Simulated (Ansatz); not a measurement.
## ZnSeO3 (Pnma): converging the G0W0 gap

How do accuracy and time trade against each other in G0W0 on ZnSeO3 (Pnma)?

Main program and level: Ansatz 0.2.0; G0W0 on r2SCAN, plane waves, PAW.

**1. The starting structure**

It takes space group Pnma (No. 62, orthorhombic). The conventional cell has a = 6.004 Å, b = 7.810 Å, c = 5.136 Å, α = 90.00°, β = 90.00°, γ = 90.00°. Nearest to Zn lie 6 O at 2.03 to 2.34 Å. Nearest to Se lie 3 O at 1.72 to 1.73 Å. Nearest to O lie 1 Se at 1.73 Å and 2 Zn at 2.03 to 2.34 Å. Nearest to O lie 1 Se at 1.72 Å and 2 Zn at 2.21 Å. Farther neighbours and most contacts between anions are not listed.

The cell is the Materials Project's (PBE, PBE+U or r2SCAN) relaxed one; the ions were relaxed with r2SCAN.

**2. 718 empty bands, screening to 120 eV**

Now the one-shot GW correction: screening in the RPA, then the self-energy of the levels asked for. This step takes hard PAW files.

input.yaml reads:

```yaml
crystal:
  lattice:
    - [6.004009, 0.0, 0.0]
    - [0.0, 7.810489, 0.0]
    - [0.0, 0.0, 5.135797]
  atoms:
    - { symbol: Zn, position: [0.0, 0.5, 0.5] }
    - { symbol: Zn, position: [0.5, 0.5, 0.0] }
    - { symbol: Zn, position: [0.5, 0.0, 0.0] }
    - { symbol: Zn, position: [0.0, 0.0, 0.5] }
    - { symbol: Se, position: [0.9617710496, 0.75, 0.0127346654] }
    - { symbol: Se, position: [0.5382289504, 0.25, 0.5127346654] }
    - { symbol: Se, position: [0.4617710496, 0.75, 0.4872653346] }
    - { symbol: Se, position: [0.0382289504, 0.25, 0.9872653346] }
    - { symbol: O, position: [0.1956463275, 0.4206104718, 0.875477039] }
    - { symbol: O, position: [0.3043536725, 0.5793895282, 0.375477039] }
    - { symbol: O, position: [0.6956463275, 0.0793895282, 0.624522961] }
    - { symbol: O, position: [0.8043536725, 0.9206104718, 0.124522961] }
    - { symbol: O, position: [0.8043536725, 0.5793895282, 0.124522961] }
    - { symbol: O, position: [0.6956463275, 0.4206104718, 0.624522961] }
    - { symbol: O, position: [0.3043536725, 0.9206104718, 0.375477039] }
    - { symbol: O, position: [0.1956463275, 0.0793895282, 0.875477039] }
    - { symbol: O, position: [0.0773988991, 0.25, 0.3192540354] }
    - { symbol: O, position: [0.4226011009, 0.75, 0.8192540354] }
    - { symbol: O, position: [0.5773988991, 0.25, 0.1807459646] }
    - { symbol: O, position: [0.9226011009, 0.75, 0.6807459646] }
kpoints:
  mp_grid: { grid: [4, 2, 4] }
hamiltonian:
  xc: r2scan
  pseudopotentials: { kind: paw, source: ansatz }
scf:
  occupations: { method: fixed }
gw:
  n_empty_bands: 718
  ecut_chi: 120.0
  qp_bands: [v4, c4]
  qp_kpoints: band_edges
  screening: { model: contour_deformation }
```

Command:

```bash
$ ansatz run input.yaml --threads 16 --pin off --max-ram 82944MiB --backend cuda --events-out ev --progress --plain --runs-dir out --devices 1 --max-vram 78GiB
```

Numbers of over 12 decimals in the logs are rounded to 6 here.

Log:

```text
GPUs: using 1 of 1 available (devices: 1).
Engine: ansatz 0.2.0, aarch64-unknown-linux-gnu
Pseudopotentials: kind: paw
Pseudopotential: Zn, paw, valence charge 20, recommended cutoff 660 eV (normal), Zn.paw.azcp
Pseudopotential: Se, paw, valence charge 16, recommended cutoff 820 eV (meta_gga), Se.paw.azcp
Pseudopotential: O, paw, valence charge 6, recommended cutoff 1050 eV (meta_gga), O.paw.azcp
Functional definition: r2SCAN
  parameter k0 = 0.174
  parameter k1 = 0.065
  parameter a1 = 4.9479
  exchange = r2scan_x(k0 = k0, k1 = k1, a1 = a1)
  correlation = r2scan_c
concurrent solve slots: 9 of 16 are kept, ahead of what memory takes: no pass of the eigensolver takes more rounds on 9
[...]
Crystal: 20 atoms, lattice volume = 240.839 Å³
Basis set: ecut = 1050 eV, 18633 PW (Γ), exchange–correlation on 320×432×288 points (64 copies of the dense FFT grid, shifted against one another)
Bands: 130, of which v1, the nominal top of the filled ones, is band 108 counted from 1 (107 counted from 0)
Symmetry: 8 space group operations
Space group: Pnma (ITA 62), of the structure as read, at distance tolerance 6.2e-5 Å
k-points: 18 of 32
Non-local potential: Zn, projectors of the file, l = 0: 3, l = 1: 3, l = 2: 3, l = 3: 1
Non-local potential: Se, projectors of the file, l = 0: 2, l = 1: 2, l = 2: 3, l = 3: 1
Non-local potential: O, projectors of the file, l = 0: 2, l = 1: 2, l = 2: 1
PAW form: soft (Blöchl's): semilocal exchange-correlation on the pseudo side does not see the compensation charge
PAW frozen core: Zn, regenerated for the run's functional (the file was generated under x = pbe(κ = 0.804, μ = 0.219515), c = pbe(β = 0.066725))
PAW frozen core: Se, regenerated for the run's functional (the file was generated under x = pbe(κ = 0.804, μ = 0.219515), c = pbe(β = 0.066725))
PAW frozen core: O, regenerated for the run's functional (the file was generated under x = pbe(κ = 0.804, μ = 0.219515), c = pbe(β = 0.066725))
PAW one-centre angular grid: Zn, 590 points (default); XC on 224 Gauss nodes
PAW one-centre angular grid: Se, 590 points (default); XC on 160 Gauss nodes
PAW one-centre angular grid: O, 302 points (default); XC on 160 Gauss nodes
Initial density: superposition of atomic densities (chi_scale 0.1, normalization cell, long waves kept (reshape's long-wave potential 0.08 eV rms))
Initial wavefunctions: pseudopotential atomic-orbital guess
[...]
Functional: x = r2scan, c = r2scan; τ floored in thin density (d = 2e-4 eV/Å³)
SCF iter   1: F=—  HF=-58706.090532 eV  |F-HF|=—  |Δ(HF+E_count)|=         —  Δρ=1.76e-1  dr2=5.70e1  dr2_τ=3.47e0  ethr=3.10e-3  ⟨swp⟩=4.6  Hψ=7292  notcnv=0  defer=346
preconditioner: auto → Resta (q_TF=auto, 2.679 Å⁻¹)  ε∞=4.1  [insulator: Δε(μ)=2.964 eV  Ē_g=16.423 eV  n_scr=82 (ndim 8)  ℏωp=28.7 eV  f_vac=0.000  ε∞_Penn≈4.1]
SCF iter   2: F=—  HF=-58688.487425 eV  |F-HF|=—  |Δ(HF+E_count)|=    1.76e1  Δρ=5.16e-2  dr2=5.55e0  dr2_τ=2.13e0  ethr=3.10e-3  ⟨swp⟩=3.0  Hψ=5743  notcnv=0  defer=350
SCF iter   3: F=—  HF=-58686.426769 eV  |F-HF|=—  |Δ(HF+E_count)|=    2.06e0  Δρ=2.95e-2  dr2=2.08e0  dr2_τ=8.02e-2  ethr=2.57e-3  ⟨swp⟩=2.6  Hψ=4131  notcnv=0  defer=342
SCF iter   4: F=—  HF=-58686.000789 eV  |F-HF|=—  |Δ(HF+E_count)|=   4.26e-1  Δρ=9.51e-3  dr2=9.30e-2  dr2_τ=2.65e-2  ethr=9.63e-4  ⟨swp⟩=2.2  Hψ=3561  notcnv=0  defer=334
SCF iter   5: F=—  HF=-58686.015836 eV  |F-HF|=—  |Δ(HF+E_count)|=   1.50e-2  Δρ=2.71e-3  dr2=1.27e-2  dr2_τ=7.30e-3  ethr=4.31e-5  ⟨swp⟩=2.0  Hψ=4692  notcnv=0  defer=351
SCF iter   6: F=—  HF=-58686.018945 eV  |F-HF|=—  |Δ(HF+E_count)|=   3.11e-3  Δρ=9.12e-4  dr2=1.24e-3  dr2_τ=1.90e-4  ethr=5.86e-6  ⟨swp⟩=2.1  Hψ=3428  notcnv=0  defer=354
[...]
SCF iter   8: F=—  HF=-58686.018907 eV  |F-HF|=—  |Δ(HF+E_count)|=   1.04e-5  Δρ=1.36e-4  dr2=3.46e-5  dr2_τ=2.05e-5  ethr=4.62e-8  ⟨swp⟩=2.0  Hψ=3374  notcnv=0  defer=274
SCF iter   9: F=—  HF=-58686.018900 eV  |F-HF|=—  |Δ(HF+E_count)|=   6.44e-6  Δρ=2.43e-5  dr2=8.75e-7  dr2_τ=1.72e-7  ethr=1.60e-8  ⟨swp⟩=2.0  Hψ=3280  notcnv=0  defer=274
[...]
SCF 1 converged in 10 iterations: F = -58686.018901 eV  dr2 = 5.41e-8
[...]
SCF converged after 10 iterations
[...]
10   112     13.3314   -11.8970    -3.9643   -16.9380  0.8110    14.4191    14.4081  root
    11   105      7.7370   -26.2987     3.6539   -22.0559  0.7799     7.1442     7.1481  root
    11   106      7.7370   -26.2987     3.6539   -22.0559  0.7799     7.1442     7.1481  root
    11   107      7.7847   -27.1555     4.1034   -22.5185  0.7731     7.2478     7.2511  root
    11   108      7.7847   -27.1555     4.1034   -22.5185  0.7731     7.2478     7.2511  root
    11   109     12.4998   -10.9894    -3.8779   -15.8018  0.8210    13.4415    13.4342  root
    11   110     12.4998   -10.9894    -3.8779   -15.8018  0.8210    13.4415    13.4342  root
    11   111     13.0752   -12.2477    -3.7350   -17.0518  0.8108    14.1546    14.1444  root
    11   112     13.0752   -12.2477    -3.7350   -17.0518  0.8108    14.1546    14.1444  root
    12   105      7.4743   -25.7380     3.6445   -21.5169  0.7772     6.8938     6.8977  root
    12   106      7.4743   -25.7380     3.6445   -21.5169  0.7772     6.8938     6.8977  root
    12   107      7.5778   -25.2307     3.5439   -21.1083  0.7792     6.9955     6.9993  root
    12   108      7.5778   -25.2307     3.5439   -21.1083  0.7792     6.9955     6.9993  root
    12   109     12.5257   -11.5390    -3.8401   -16.3242  0.8221    13.4779    13.4708  root
    12   110     12.5257   -11.5390    -3.8401   -16.3242  0.8221    13.4779    13.4708  root
    12   111     13.6077   -10.8945    -4.3051   -16.2690  0.8119    14.6891    14.6772  root
    12   112     13.6077   -10.8945    -4.3051   -16.2690  0.8119    14.6891    14.6772  root
    13   105      7.4668   -24.6370     3.5376   -20.5431  0.7768     6.9069     6.9105  root
    13   106      7.4668   -24.6370     3.5376   -20.5431  0.7768     6.9069     6.9105  root
    13   107      7.7666   -26.6081     3.8372   -22.2000  0.7771     7.1921     7.1958  root
    13   108      7.7666   -26.6081     3.8372   -22.2000  0.7771     7.1921     7.1958  root
    13   109     12.6595   -12.1066    -3.7308   -16.8298  0.8174    13.6599    13.6518  root
    13   110     12.6595   -12.1066    -3.7308   -16.8298  0.8174    13.6599    13.6518  root
    13   111     13.6249   -11.4031    -4.2305   -16.7235  0.8097    14.7272    14.7148  root
[...]
17   105      7.8386   -26.7962     3.8880   -22.3636  0.7764     7.2906     7.2940  root
    17   106      7.8386   -26.7962     3.8880   -22.3636  0.7764     7.2906     7.2940  root
    17   107      7.8386   -26.7962     3.8880   -22.3636  0.7764     7.2906     7.2940  root
    17   108      7.8386   -26.7962     3.8880   -22.3636  0.7764     7.2906     7.2940  root
    17   109     13.0380   -11.7900    -3.7734   -16.5822  0.8138    14.0660    14.0567  root
    17   110     13.0380   -11.7900    -3.7734   -16.5822  0.8138    14.0660    14.0567  root
    17   111     13.0380   -11.7900    -3.7734   -16.5822  0.8138    14.0660    14.0567  root
    17   112     13.0380   -11.7900    -3.7734   -16.5822  0.8138    14.0660    14.0567  root
```

Run time: 2.4 min. Hardware: 1 × NVIDIA GB200 (shared by 2 runs) with 16 threads of Arm Neoverse V2, shared host; peak memory 12 GiB.

In the SCF lines HF is the Harris–Foulkes energy and dr2 the Hartree energy of the density residual, in eV; the loop may stop once dr2 is under the threshold and the program's other checks hold. Hψ counts applications of the Hamiltonian.

Numbers from this step:

```
bands summed                                 : 826
RPA ε∞ on this mesh (eigenvalues)            : 3.524, 3.876, 4.033
plane waves in the screening matrix          : 727
q-points in the mesh                         : 32
G0W0 gap on the mesh                         : 5.589 eV
k of the valence top                         : 0, -0.5, 0
k of the conduction bottom                   : 0.25, 0, 0
starting gap on the mesh                     : 4.173 eV
Z at the valence top                         : 0.7848
Z at the conduction bottom                   : 0.8274
least direct G0W0 gap on the computed points : 5.875 eV
```

The gap on the mesh goes from 4.17 eV to 5.59 eV, a correction of +1.42 eV. Between the two edge states, bare exchange in place of the xc potential would open the gap by 8.55 eV, and correlation takes back 7.13 eV.

**3. 1546 empty bands, screening to 200 eV**

Bands and screening cutoff are moved together, since each hides the error of the other.

input.yaml, as its differences from that of step 2:

```diff
@@ -34,4 +34,4 @@
 gw:
-  n_empty_bands: 718
-  ecut_chi: 120.0
+  n_empty_bands: 1546
+  ecut_chi: 200.0
   qp_bands: [v4, c4]
```

Log:

```text
GPUs: using 1 of 1 available (devices: 1).
[...]
Crystal: 20 atoms, lattice volume = 240.839 Å³
Basis set: ecut = 1050 eV, 18633 PW (Γ), exchange–correlation on 320×432×288 points (64 copies of the dense FFT grid, shifted against one another)
Bands: 130, of which v1, the nominal top of the filled ones, is band 108 counted from 1 (107 counted from 0)
[... 1 set-up line as in the run before ...]
[...]
k-points: 18 of 32
[...]
SCF iter   1: F=—  HF=-58706.090532 eV  |F-HF|=—  |Δ(HF+E_count)|=         —  Δρ=1.76e-1  dr2=5.70e1  dr2_τ=3.47e0  ethr=3.10e-3  ⟨swp⟩=4.6  Hψ=7292  notcnv=0  defer=346
[...]
SCF iter   6: F=—  HF=-58686.018945 eV  |F-HF|=—  |Δ(HF+E_count)|=   3.11e-3  Δρ=9.12e-4  dr2=1.24e-3  dr2_τ=1.90e-4  ethr=5.86e-6  ⟨swp⟩=2.1  Hψ=3428  notcnv=0  defer=354
[...]
SCF iter   8: F=—  HF=-58686.018907 eV  |F-HF|=—  |Δ(HF+E_count)|=   1.04e-5  Δρ=1.36e-4  dr2=3.46e-5  dr2_τ=2.05e-5  ethr=4.62e-8  ⟨swp⟩=2.0  Hψ=3374  notcnv=0  defer=274
SCF iter   9: F=—  HF=-58686.018900 eV  |F-HF|=—  |Δ(HF+E_count)|=   6.44e-6  Δρ=2.43e-5  dr2=8.75e-7  dr2_τ=1.72e-7  ethr=1.60e-8  ⟨swp⟩=2.0  Hψ=3280  notcnv=0  defer=274
[...]
SCF 1 converged in 10 iterations: F = -58686.018901 eV  dr2 = 5.41e-8
[...]
SCF converged after 10 iterations
[...]
10   112     13.3314   -11.8970    -4.1740   -16.9380  0.8096    14.2053    14.1984  root
    11   105      7.7370   -26.2987     3.3951   -22.0559  0.7773     6.8811     6.8893  root
    11   106      7.7370   -26.2987     3.3951   -22.0559  0.7773     6.8811     6.8893  root
    11   107      7.7847   -27.1555     3.8416   -22.5185  0.7702     6.9817     6.9893  root
    11   108      7.7847   -27.1555     3.8416   -22.5185  0.7702     6.9817     6.9893  root
    11   109     12.4998   -10.9894    -4.0569   -15.8018  0.8199    13.2599    13.2553  root
    11   110     12.4998   -10.9894    -4.0569   -15.8018  0.8199    13.2599    13.2553  root
    11   111     13.0752   -12.2477    -3.9461   -17.0518  0.8092    13.9397    13.9333  root
[...]
17   109     13.0380   -11.7900    -3.9685   -16.5822  0.8124    13.8676    13.8617  root
    17   110     13.0380   -11.7900    -3.9685   -16.5822  0.8124    13.8676    13.8617  root
    17   111     13.0380   -11.7900    -3.9685   -16.5822  0.8124    13.8676    13.8617  root
    17   112     13.0380   -11.7900    -3.9685   -16.5822  0.8124    13.8676    13.8617  root
```

Wall time 6.8 min (1 × NVIDIA GB200 (shared by 2 runs) with 16 threads); peak memory 21 GiB; 17 min of CPU time.

This step gave:

* bands summed: 1654
* RPA ε∞ on this mesh (eigenvalues): 3.512, 3.856, 4.009
* plane waves in the screening matrix: 1541
* q-points in the mesh: 32
* G0W0 gap on the mesh: 5.692 eV
* k of the valence top: 0, -0.5, 0
* k of the conduction bottom: 0.25, 0, 0
* starting gap on the mesh: 4.173 eV
* Z at the valence top: 0.7823
* Z at the conduction bottom: 0.8263
* least direct G0W0 gap on the computed points: 5.967 eV

Against the run with 4×2×4 mesh, 718 empty bands, screening to 120 eV, hard PAW files, the gap moves by +0.10 eV.

**4. Changing the k mesh: 4×4×4 mesh, 718 empty bands, screening to 120 eV, hard PAW files**

Only the mesh changes. It samples the long-range screening, which converges on its own terms. Bands and cutoff differ from the step before, so it is read against an earlier run that matches them.

input.yaml, as its differences from that of step 3:

```diff
@@ -27,3 +27,3 @@
 kpoints:
-  mp_grid: { grid: [4, 2, 4] }
+  mp_grid: { grid: [4, 4, 4] }
 hamiltonian:
@@ -34,4 +34,4 @@
 gw:
-  n_empty_bands: 1546
-  ecut_chi: 200.0
+  n_empty_bands: 718
+  ecut_chi: 120.0
   qp_bands: [v4, c4]
```

Log:

```text
GPUs: using 1 of 1 available (devices: 1).
[...]
Crystal: 20 atoms, lattice volume = 240.839 Å³
Basis set: ecut = 1050 eV, 18633 PW (Γ), exchange–correlation on 320×432×288 points (64 copies of the dense FFT grid, shifted against one another)
Bands: 130, of which v1, the nominal top of the filled ones, is band 108 counted from 1 (107 counted from 0)
[... 1 set-up line as in the run before ...]
[...]
k-points: 27 of 64
[...]
20   110     12.8393   -12.7862    -3.5590   -17.3860  0.8116    13.8892    13.8801  root
    20   111     13.1363   -11.2658    -3.8364   -16.1272  0.8153    14.1707    14.1613  root
[...]
26   109     13.0379   -11.7937    -3.7687   -16.5822  0.8139    14.0671    14.0578  root
    26   110     13.0379   -11.7937    -3.7687   -16.5822  0.8139    14.0671    14.0578  root
    26   111     13.0379   -11.7937    -3.7687   -16.5822  0.8139    14.0671    14.0578  root
    26   112     13.0379   -11.7937    -3.7687   -16.5822  0.8139    14.0671    14.0578  root
[key lines of the parts left out:]
SCF converged after 10 iterations
```

Run time: 5.2 min. Hardware: 1 × NVIDIA GB200 (shared by 2 runs) with 16 threads; peak memory 16 GiB; 13 min of CPU time.

This step gave:

* bands summed: 826
* RPA ε∞ on this mesh (eigenvalues): 3.525, 3.875, 4.020
* plane waves in the screening matrix: 727
* G0W0 gap on the mesh: 5.588 eV
* k of the valence top: 0, -0.5, 0
* k of the conduction bottom: 0.25, 0, 0
* starting gap on the mesh: 4.173 eV
* least direct G0W0 gap on the computed points: 5.875 eV

Against the run with 4×2×4 mesh, 718 empty bands, screening to 120 eV, hard PAW files, the gap moves by −0.001 eV.

**5. Convergence and cost**

Times are wall times on 1 × NVIDIA GB200 (shared by 2 runs) with 16 threads of Arm Neoverse V2, shared host, good to a factor of about two.

```csv
mesh,files,frequency,bands summed,cutoff (eV),start (eV),G0W0 (eV),time,host memory (GiB)
4×2×4,hard PAW,contour deformation,826,120,4.173,5.589,2.4 min,12
4×2×4,hard PAW,contour deformation,1654,200,4.173,5.692,6.8 min,21
4×4×4,hard PAW,contour deformation,826,120,4.173,5.588,5.2 min,16
```

How the two edges are built up, in eV (the quasiparticle level is the starting level plus Σx plus Σc less Vxc):

```csv
run,edge,start,Σx,Σc,Vxc,Z,QP
826 bands,valence top,8.04,-25.52,3.27,-21.71,0.78,7.49
826 bands,conduction bottom,12.21,-10.95,-3.87,-15.68,0.83,13.07
1654 bands,valence top,8.04,-25.52,2.99,-21.71,0.78,7.21
1654 bands,conduction bottom,12.21,-10.95,-4.04,-15.68,0.83,12.90
```

**6. Summary of results**

```yaml
826_bands_120_ev: 5.589 eV
1654_bands_200_ev: 5.692 eV
estimated_limit_in_bands_and_cutoff: 5.80 eV
mesh_and_start: 4×2×4, r2SCAN
```

In words: A line in one over the bands through the two rungs gives 5.80 eV, +0.10 eV from the top rung; with two points alone it is an unchecked estimate. The rungs stand 0.21 eV (826 bands) and 0.10 eV (1654 bands) from it. From 826 to 1654 bands the gap moves by +0.10 eV while the time grows 2.8-fold. Σc changes by −0.28 eV at the valence top and −0.17 eV at the conduction bottom, so the levels themselves move more than the gap between them. On the 4×4×4 mesh in place of 4×2×4 the gap differs by −0.001 eV, of which +0.00 eV is already in the start. Gaps are over the mesh's points; an edge off the mesh would be missed. The 4×2×4 mesh is coarse for this cell (its supercell is 16 Å along the shortest edge). The RPA ε∞ on it, from the r2SCAN start, is 3.51, 3.86 and 4.01; such meshes misread the long-range screening, most where the gap is narrow. A d shell, filled or nearly so, lies near the gap. One-shot GW converges very slowly in bands there, not always from below, and on a semilocal start the gap tends to come out low; starts rich in exact exchange can overshoot instead. The many-body steps are scalar-relativistic: spin-orbit coupling is not in them.

[Paths, hosts, dates, memory and timing lines, banners, echoed tables and standing remarks are left out of the program output.]

[Logs are printed without paths, hosts, clocks, repeated set-up lines and the standing remarks that a program may print on its own settings, such as how far it seeks lower states.]

[Runs of the session that timed out or met a known fault of the program may be left out.]

[Cells called generated may have been cut or substituted from an entry of the Crystallography Open Database or the Materials Project.]

[Hosts, paths, dates, database ids (printed as entryN), source tags and the programs' standing remarks are cut or masked in the printed files.]
